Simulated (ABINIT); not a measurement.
## Quasiparticle gap of MoS2 (P6_3/mmc) in ABINIT

Wanted: ground state, empty states, screening and self-energy for MoS2 (P6_3/mmc).

Program: ABINIT 10.8.3. Level of theory: PBE and many-body steps on it, plane waves. Results are calculated unless marked as measured.

The database entry behind the starting cell differs from later determinations by our own check (about 0.3 % long), so it need not match the best structure at ambient conditions.

### Step 1. Set-up

Symmetry: P6_3/mmc, No. 194, hexagonal system. The conventional cell has a = 3.169 Å, b = 3.169 Å, c = 12.324 Å, α = 90.00°, β = 90.00°, γ = 120.00°. Nearest to Mo lie 6 S at 2.41 Å. Nearest to S lie 3 Mo at 2.41 Å. Farther neighbours and most contacts between anions are not listed.

The cell and positions come from the Crystallography Open Database and are kept as given unless a step says otherwise.

### Step 2. Ground state

This step: ABINIT 10.8.3; DFT, PBE, plane waves, norm-conserving pseudopotentials.

The ground-state density comes first.

File run.abi:

```
acell 3*1.0 Angstrom
rprim 
  3.169000000004 -0.000000000001 0.000000000000
  -1.584500000001 2.744434504597 0.000000000000
  0.000000000000 0.000000000000 12.324000000000
ntypat 2
znucl 42 16
natom 6
typat 1 1 2 2 2 2
xred 
  0.333333333333 0.666666666667 0.250000000000
  0.666666666667 0.333333333333 0.750000000000
  0.333333333333 0.666666666667 0.623000000000
  0.666666666667 0.333333333333 0.123000000000
  0.333333333333 0.666666666667 0.877000000000
  0.666666666667 0.333333333333 0.377000000000
pp_dirpath "pseudos"
pseudos "Mo.upf, S.upf"
ecut 36
ngkpt 6 6 2
nshiftk 1
shiftk 0 0 0
kptopt 1
chksymbreak 0
nband 33
occopt 1
tolvrs 1e-10
nstep 60
prtwf 0
optforces 0
optstress 0
indata_prefix "in"
outdata_prefix "out"
tmpdata_prefix "tmp"
```

The run is started by

```bash
> OMP_NUM_THREADS=1 mpirun -n 8 abinit run.abi > log
```

Numbers of over 12 decimals in the logs are rounded to 6 here.

What it wrote:

```text
.Version 10.8.3 of ABINIT. v10.8.2 released Aug 2026.

 Symmetries : space group P6_3/m m c (#194); Bravais hP (primitive hexag.)
================================================================================
 Values of the parameters that define the memory need of the present run
     intxc =       0    ionmov =       0      iscf =       7    lmnmax =       6
     lnmax =       6     mgfft =     128  mpssoang =       3    mqgrid =    6291
     natom =       6  nloc_mem =       1    nspden =       1   nspinor =       1
    nsppol =       1      nsym =      24    n1xccc =    2501    ntypat =       2
    occopt =       1   xclevel =       2
-    mband =          33        mffmem =           1         mkmem =           2
       mpw =        7490          nfft =      165888          nkpt =          14
================================================================================
  Rough estimation (10% accuracy) of disk space for files :
================================================================================

--------------------------------------------------------------------------------
------------- Echo of variables that govern the present computation ------------
--------------------------------------------------------------------------------
 -outvars: echo values of preprocessed input variables --------
            acell      1.8897261259E+00  1.8897261259E+00  1.8897261259E+00 Bohr

      chksymbreak           0
             ecut      3.60000000E+01 Hartree
-          fftalg         312

              ixc     -101130
              kpt      0.00000000E+00  0.00000000E+00  0.00000000E+00
                       1.66666667E-01  0.00000000E+00  0.00000000E+00
                       3.33333333E-01  0.00000000E+00  0.00000000E+00
                       5.00000000E-01  0.00000000E+00  0.00000000E+00
                       1.66666667E-01  1.66666667E-01  0.00000000E+00
                       3.33333333E-01  1.66666667E-01  0.00000000E+00
                       3.33333333E-01  3.33333333E-01  0.00000000E+00
                       0.00000000E+00  0.00000000E+00  5.00000000E-01
                       1.66666667E-01  0.00000000E+00  5.00000000E-01
                       3.33333333E-01  0.00000000E+00  5.00000000E-01
                       5.00000000E-01  0.00000000E+00  5.00000000E-01
[...]
kptrlatt        6    0    0      0    6    0      0    0    2
          kptrlen      3.59312526E+01
P           mkmem           2
            natom           6
            nband          33
            ngfft          36      36     128
             nkpt          14
            nstep          60
             nsym          24
           ntypat           2
              occ      2.000000  2.000000  2.000000  2.000000  2.000000  2.000000
                       2.000000  2.000000  2.000000  2.000000  2.000000  2.000000
                       2.000000  2.000000  2.000000  2.000000  2.000000  2.000000
                       2.000000  2.000000  2.000000  2.000000  2.000000  2.000000
                       2.000000  2.000000  0.000000  0.000000  0.000000  0.000000
[...]
optforces           0
        optstress           0
            prtwf           0
            rprim      3.1690000000E+00 -1.0000000000E-12  0.0000000000E+00
[...]
spgroup         194

           tolvrs      1.00000000E-10

             xred      3.3333333333E-01  6.6666666667E-01  2.5000000000E-01
[...]
znucl       42.00000   16.00000

================================================================================

 chkinp: Checking input parameters for consistency.

================================================================================
== DATASET  1 ==================================================================
-   mpi_nproc: 8, omp_nthreads: 1 (-1 if OMP is not activated)

--- !DatasetInfo
iteration_state: {dtset: 1, }
dimensions: {natom: 6, nkpt: 14, mband: 33, nsppol: 1, nspinor: 1, nspden: 1, mpw: 7490, }
cutoff_energies: {ecut:  36.0, pawecutdg:  -1.0, }
electrons: {nelect:   5.20000000E+01, charge:   0.00000000E+00, occopt:   1.00000000E+00, tsmear:   1.00000000E-02, }

 Real(R)+Recip(G) space primitive vectors, cartesian coordinates (Bohr,Bohr^-1):
 R(1)=  5.9885421  0.0000000  0.0000000  G(1)=  0.1669856  0.0964092  0.0000000
 R(2)= -2.9942710  5.1862296  0.0000000  G(2)=  0.0000000  0.1928183  0.0000000
 R(3)=  0.0000000  0.0000000 23.2889848  G(3)=  0.0000000  0.0000000  0.0429388
 Unit cell volume ucvol=  7.2330822E+02 bohr^3
 Angles (23,13,12)=  9.00000000E+01  9.00000000E+01  1.20000000E+02 degrees

 getcut: wavevector=  0.0000  0.0000  0.0000  ngfft=  36  36 128
         ecut(hartree)=     36.000   => boxcut(ratio)=   2.03490

--- Pseudopotential description ------------------------------------------------
- Mo Generated using ONCVPSP code by D. R. Hamann
- 42.00000  14.00000  171031                  znucl, zion, pspdat
12 -101130 2 -1 1640                          pspcod,pspxc,lmax,lloc,mmax
     nproj     2     2     2
  pspatm : epsatm=   15.95693798
         --- l  ekb(1:nproj) -->
[...]
pspatm: atomic psp has been read  and splines computed

- S Generated using ONCVPSP code by D. R. Hamann
- 16.00000   6.00000  171031                  znucl, zion, pspdat
12 -101130 2 -1 1146                          pspcod,pspxc,lmax,lloc,mmax
     nproj     2     2     2
  pspatm : epsatm=    9.01821529
         --- l  ekb(1:nproj) -->
[...]
pspatm: atomic psp has been read  and splines computed

   3.53531033E+03                                ecore*ucvol(ha*bohr**3)
--------------------------------------------------------------------------------

_setup2: Arith. and geom. avg. npw (full set) are    7464.403    7464.370

================================================================================

--- !BeginCycle
iteration_state: {dtset: 1, }
solver: {iscf: 7, nstep: 60, nline: 4, wfoptalg: 0, }
tolerances: {tolvrs: 1.00E-10, }

     iter   Etot(hartree)      deltaE(h)  residm     vres2
 ETOT  1  -184.32730796720    -1.843E+02 1.016E-01 3.331E+03
 ETOT  2  -182.42850318755     1.899E+00 4.665E-02 2.741E+04
 ETOT  3  -184.89381481055    -2.465E+00 9.579E-03 3.112E+00
 ETOT  4  -184.89593897113    -2.124E-03 3.848E-03 4.010E+00
 ETOT  5  -184.89626470211    -3.257E-04 4.799E-04 5.635E-01
 ETOT  6  -184.89631516807    -5.047E-05 5.620E-04 1.238E-01
 ETOT  7  -184.89632039937    -5.231E-06 2.494E-04 5.015E-03
 ETOT  8  -184.89632061210    -2.127E-07 3.916E-04 3.286E-05
 ETOT  9  -184.89632061420    -2.101E-09 1.706E-04 4.393E-07
 ETOT 10  -184.89632061433    -1.223E-10 2.595E-04 4.454E-08
 ETOT 11  -184.89632061434    -1.162E-11 1.106E-04 4.077E-09
 ETOT 12  -184.89632061434    -2.643E-12 1.802E-04 3.647E-10
 ETOT 13  -184.89632061434    -5.684E-14 6.883E-05 5.842E-11

 At SCF step   13       vres2   =  5.84E-11 < tolvrs=  1.00E-10 =>converged.

--- !ResultsGS
iteration_state: {dtset: 1, }
comment   : Summary of ground state results
lattice_vectors:
- [  5.9885421,  -0.0000000,   0.0000000, ]
- [ -2.9942710,   5.1862296,   0.0000000, ]
- [  0.0000000,   0.0000000,  23.2889848, ]
lattice_lengths: [   5.98854,    5.98854,   23.28898, ]
lattice_angles: [ 90.000,  90.000, 120.000, ] # degrees, (23, 13, 12)
lattice_volume:   7.2330822E+02
convergence: {deltae: -5.684E-14, res2:  5.842E-11, residm:  6.883E-05, diffor:  0.000E+00, }
etotal    :  -1.84896321E+02
entropy   :   0.00000000E+00
fermie    :   3.09959974E-01
cartesian_stress_tensor: null
pressure_GPa: null
xred      :
- [  3.3333E-01,   6.6667E-01,   2.5000E-01, Mo]
- [  6.6667E-01,   3.3333E-01,   7.5000E-01, Mo]
- [  3.3333E-01,   6.6667E-01,   6.2300E-01,  S]
- [  6.6667E-01,   3.3333E-01,   1.2300E-01,  S]
- [  3.3333E-01,   6.6667E-01,   8.7700E-01,  S]
- [  6.6667E-01,   3.3333E-01,   3.7700E-01,  S]
cartesian_forces: null
force_length_stats: {min: null, max: null, mean: null, }

 Integrated electronic density in atomic spheres:
 ------------------------------------------------
 Atom  Sphere_radius  Integrated_density
[...]
================================================================================

 ----iterations are completed or convergence reached----

 Mean square residual over all n,k,spin=   43.385E-08; max=  68.827E-06
 reduced coordinates (array xred) for    6 atoms
[...]
0.666666666667      0.333333333333      0.750000000000
       0.333333333333      0.666666666667      0.623000000000
       0.666666666667      0.333333333333      0.123000000000
       0.333333333333      0.666666666667      0.877000000000
       0.666666666667      0.333333333333      0.377000000000
 rms dE/dt=  0.0000E+00; max dE/dt=  0.0000E+00; dE/dt below (all hartree)
    1       0.000000000000      0.000000000000      0.000000000000
    2       0.000000000000      0.000000000000      0.000000000000
    3       0.000000000000      0.000000000000      0.000000000000
    4       0.000000000000      0.000000000000      0.000000000000
    5       0.000000000000      0.000000000000      0.000000000000
    6       0.000000000000      0.000000000000      0.000000000000

 cartesian coordinates (angstrom) at end:
    1      6.7e-13     1.829623     3.081000
    2      1.584500     0.914812     9.243000
    3      6.7e-13     1.829623     7.677852
    4      1.584500     0.914812     1.515852
    5      6.7e-13     1.829623    10.808148
    6      1.584500     0.914812     4.646148
 length scales=  1.889726125908  1.889726125908  1.889726125908 bohr
              =  1.000000000000  1.000000000000  1.000000000000 angstroms
 prteigrs : about to open file out_EIG
 Fermi (or HOMO) energy (hartree) =   0.30996   Average Vxc (hartree)=  -0.40245
 Eigenvalues (hartree) for nkpt=  14  k points:
 kpt#   1, nband= 33, wtk=  0.01389, kpt=  0.0000  0.0000  0.0000 (reduced coord)
  -1.95125   -1.95125   -1.00128   -1.00127   -0.99293   -0.99293   -0.99293   -0.99293
  -0.23958   -0.22966   -0.19514   -0.17888    0.05790    0.09584    0.18196    0.18981
   0.18981    0.19029    0.19029    0.23000    0.23000    0.23172    0.23172    0.26647
   0.26790    0.30996    0.38712    0.38733    0.38816    0.38827    0.39315    0.39331
   0.39947
 prteigrs : prtvol=0 or 1, do not print more k-points.

--- !EnergyTerms
iteration_state     : {dtset: 1, }
comment             : Components of total free energy in Hartree
kinetic             :  6.00147592865794E+01
hartree             :  5.39885223339677E+01
xc                  : -3.33780456303470E+01
Ewald energy        : -1.19847493795111E+02
psp_core            :  4.88769548579594E+00
local_psp           : -1.73802185839900E+02
non_local_psp       :  2.32404275446742E+01
total_energy        : -1.84896320614341E+02
total_energy_eV     : -5.03128519569757E+03
band_energy         : -1.61958635712886E+01

== END DATASET(S) ==============================================================
================================================================================

 -outvars: echo values of variables after computation  --------
           etotal     -1.8489632061E+02
            nband          33
             nkpt          14
          spgroup         194
 [... the other variables as echoed above ...]

 Calculation completed.
```

It took 51 s on 8 MPI ranks of Intel Xeon 6975P-C (Granite Rapids), shared host; peak memory 0.87 GiB; 6.7 min of CPU time.

This step gave:

```
total energy               : -5031.2852 eV
gap                        : 0.8887 eV
k of the valence top       : 0, 0, 0
k of the conduction bottom : 0.1667, 0.1667, 0
least direct gap           : 1.654 eV
```

The gap is indirect, with the least direct gap 0.77 eV higher.

### Step 3. Empty states on the mesh, 3×3×1 mesh, 167 bands

The sums over transitions need many empty states on a uniform mesh; this step solves for them.

run.abi, as its differences from that of step 2:

```diff
@@ -19,3 +19,3 @@
 ecut 36
-ngkpt 6 6 2
+ngkpt 3 3 1
 nshiftk 1
@@ -24,9 +24,10 @@
 chksymbreak 0
-nband 33
-occopt 1
-tolvrs 1e-10
+iscf -2
+irdden 1
+istwfk *1
+nband 167
+nbdbuf 14
+tolwfr 1e-09
 nstep 60
-prtwf 0
-optforces 0
-optstress 0
+prtvol 0
 indata_prefix "in"
```

The run is started by

```bash
> OMP_NUM_THREADS=2 mpirun -n 3 abinit run.abi > log
```

What it wrote:

```text
.Version 10.8.3 of ABINIT. v10.8.2 released Aug 2026.

 Symmetries : space group P6_3/m m c (#194); Bravais hP (primitive hexag.)
[... echo of the input left out ...]
== DATASET  1 ==================================================================
-   mpi_nproc: 3, omp_nthreads: 2 (-1 if OMP is not activated)

--- !DatasetInfo
iteration_state: {dtset: 1, }
dimensions: {natom: 6, nkpt: 3, mband: 167, nsppol: 1, nspinor: 1, nspden: 1, mpw: 7476, }
cutoff_energies: {ecut:  36.0, pawecutdg:  -1.0, }
electrons: {nelect:   5.20000000E+01, charge:   0.00000000E+00, occopt:   1.00000000E+00, tsmear:   1.00000000E-02, }

 Real(R)+Recip(G) space primitive vectors, cartesian coordinates (Bohr,Bohr^-1):
 R(1)=  5.9885421  0.0000000  0.0000000  G(1)=  0.1669856  0.0964092  0.0000000
 R(2)= -2.9942710  5.1862296  0.0000000  G(2)=  0.0000000  0.1928183  0.0000000
 R(3)=  0.0000000  0.0000000 23.2889848  G(3)=  0.0000000  0.0000000  0.0429388
 Unit cell volume ucvol=  7.2330822E+02 bohr^3
 Angles (23,13,12)=  9.00000000E+01  9.00000000E+01  1.20000000E+02 degrees

 getcut: wavevector=  0.0000  0.0000  0.0000  ngfft=  36  36 128
         ecut(hartree)=     36.000   => boxcut(ratio)=   2.03490

--- Pseudopotential description ------------------------------------------------
- Mo Generated using ONCVPSP code by D. R. Hamann
- 42.00000  14.00000  171031                  znucl, zion, pspdat
12 -101130 2 -1 1640                          pspcod,pspxc,lmax,lloc,mmax
     nproj     2     2     2
  pspatm : epsatm=   15.95693798
         --- l  ekb(1:nproj) -->
             0   13.833287    1.350687
             1    8.015347    1.134034
             2    2.765699    0.969071
 pspatm: atomic psp has been read  and splines computed

- S Generated using ONCVPSP code by D. R. Hamann
- 16.00000   6.00000  171031                  znucl, zion, pspdat
12 -101130 2 -1 1146                          pspcod,pspxc,lmax,lloc,mmax
     nproj     2     2     2
  pspatm : epsatm=    9.01821529
         --- l  ekb(1:nproj) -->
[...]
pspatm: atomic psp has been read  and splines computed

--------------------------------------------------------------------------------

================================================================================
 prteigrs : about to open file out_EIG
 Non-SCF case, kpt    1 (  0.00000  0.00000  0.00000), residuals and eigenvalues=
  5.46E-10  2.49E-10  5.10E-10  4.71E-10  2.99E-10  4.52E-10  4.53E-10  5.13E-10
  2.32E-10  4.66E-10  1.84E-10  3.88E-10  1.88E-10  3.92E-10  9.16E-10  2.48E-10
  4.69E-10  3.83E-10  5.65E-10  1.36E-10  8.40E-10  2.90E-10  4.62E-10  1.51E-10
[...]
1.73E-07  9.51E-07  3.20E-06  8.75E-06  1.90E-05  5.84E-05  1.50E-04
 -1.9512E+00 -1.9512E+00 -1.0013E+00 -1.0013E+00 -9.9293E-01 -9.9293E-01
 -9.9293E-01 -9.9293E-01 -2.3958E-01 -2.2966E-01 -1.9514E-01 -1.7888E-01
  5.7899E-02  9.5843E-02  1.8196E-01  1.8981E-01  1.8981E-01  1.9029E-01
[...]
2.3173E+00  2.3329E+00  2.3329E+00  2.3662E+00  2.3662E+00  2.3766E+00
  2.3903E+00  2.3974E+00  2.4056E+00  2.4056E+00  2.4076E+00  2.4358E+00
  2.4358E+00  2.4405E+00  2.4527E+00  2.4866E+00  2.4907E+00
 prteigrs : prtvol=0 or 1, do not print more k-points.

--- !ResultsGS
iteration_state: {dtset: 1, }
comment   : Summary of ground state results
lattice_vectors:
- [  5.9885421,  -0.0000000,   0.0000000, ]
- [ -2.9942710,   5.1862296,   0.0000000, ]
- [  0.0000000,   0.0000000,  23.2889848, ]
lattice_lengths: [   5.98854,    5.98854,   23.28898, ]
lattice_angles: [ 90.000,  90.000, 120.000, ] # degrees, (23, 13, 12)
lattice_volume:   7.2330822E+02
convergence: {deltae:  0.000E+00, res2:  0.000E+00, residm:  9.994E-10, diffor:  0.000E+00, }
etotal    :  -1.84896321E+02
entropy   :   0.00000000E+00
fermie    :   3.09959974E-01
cartesian_stress_tensor: null
pressure_GPa: null
xred      :
- [  3.3333E-01,   6.6667E-01,   2.5000E-01, Mo]
- [  6.6667E-01,   3.3333E-01,   7.5000E-01, Mo]
- [  3.3333E-01,   6.6667E-01,   6.2300E-01,  S]
- [  6.6667E-01,   3.3333E-01,   1.2300E-01,  S]
- [  3.3333E-01,   6.6667E-01,   8.7700E-01,  S]
- [  6.6667E-01,   3.3333E-01,   3.7700E-01,  S]
cartesian_forces: null
force_length_stats: {min: null, max: null, mean: null, }

 Integrated electronic density in atomic spheres:
 ------------------------------------------------
 Atom  Sphere_radius  Integrated_density
[...]
================================================================================

 ----iterations are completed or convergence reached----

 Mean square residual over all n,k,spin=   50.429E-11; max=  99.936E-11
 reduced coordinates (array xred) for    6 atoms
[...]
0.333333333333      0.666666666667      0.877000000000
       0.666666666667      0.333333333333      0.377000000000

 cartesian coordinates (angstrom) at end:
    1      6.7e-13     1.829623     3.081000
    2      1.584500     0.914812     9.243000
    3      6.7e-13     1.829623     7.677852
    4      1.584500     0.914812     1.515852
    5      6.7e-13     1.829623    10.808148
    6      1.584500     0.914812     4.646148
 length scales=  1.889726125908  1.889726125908  1.889726125908 bohr
              =  1.000000000000  1.000000000000  1.000000000000 angstroms
 prteigrs : about to open file out_EIG
 Eigenvalues (hartree) for nkpt=   3  k points:
 kpt#   1, nband=167, wtk=  0.11111, kpt=  0.0000  0.0000  0.0000 (reduced coord)
[...]
2.22537    2.23591    2.28397    2.28397    2.30536    2.31729    2.31729    2.33291
   2.33291    2.36622    2.36622    2.37661    2.39030    2.39740    2.40556    2.40556
   2.40764    2.43577    2.43577    2.44052    2.45273    2.48656    2.49070
 prteigrs : prtvol=0 or 1, do not print more k-points.

== END DATASET(S) ==============================================================
================================================================================

 -outvars: echo values of variables after computation  --------
            nband         167
             nkpt           3
          spgroup         194
 [... the other variables as echoed above ...]

 Calculation completed.
```

It took 73 s on 3 MPI ranks; peak memory 0.36 GiB; 5.6 min of CPU time.

This step gave:

* gap: 1.052 eV
* k of the valence top: 0, 0, 0
* k of the conduction bottom: 0.3333, 0.3333, 0
* least direct gap: 1.654 eV
* k points computed: 3
* lowest point of the top converged band, above the valence top: 53.4883 eV

On this mesh the gap is 1.052 eV. The earlier step found 0.889 eV, so this mesh misses an edge.

(Part 1 of 2 ends here.)

[Paths, hosts, dates, memory and timing lines, banners, echoed tables and standing remarks are left out of the program output.]

[Logs are printed without paths, hosts, clocks, repeated set-up lines and the standing remarks that a program may print on its own settings, such as how far it seeks lower states.]

[Runs of the session that timed out or met a known fault of the program may be left out.]

[Hosts, paths, dates, database ids (printed as entryN), source tags and the programs' standing remarks are cut or masked in the printed files.]

[G0W0 gaps are taken among the corrected bands and points alone; a level outside them can change the order at an edge.]

[Where Ansatz stands beside ABINIT at settings called matched, ABINIT's density can come from a denser mesh and the files from another edition; pairs whose starting gaps differed by over 0.03 eV were left out, so agreement reads better than it is.]
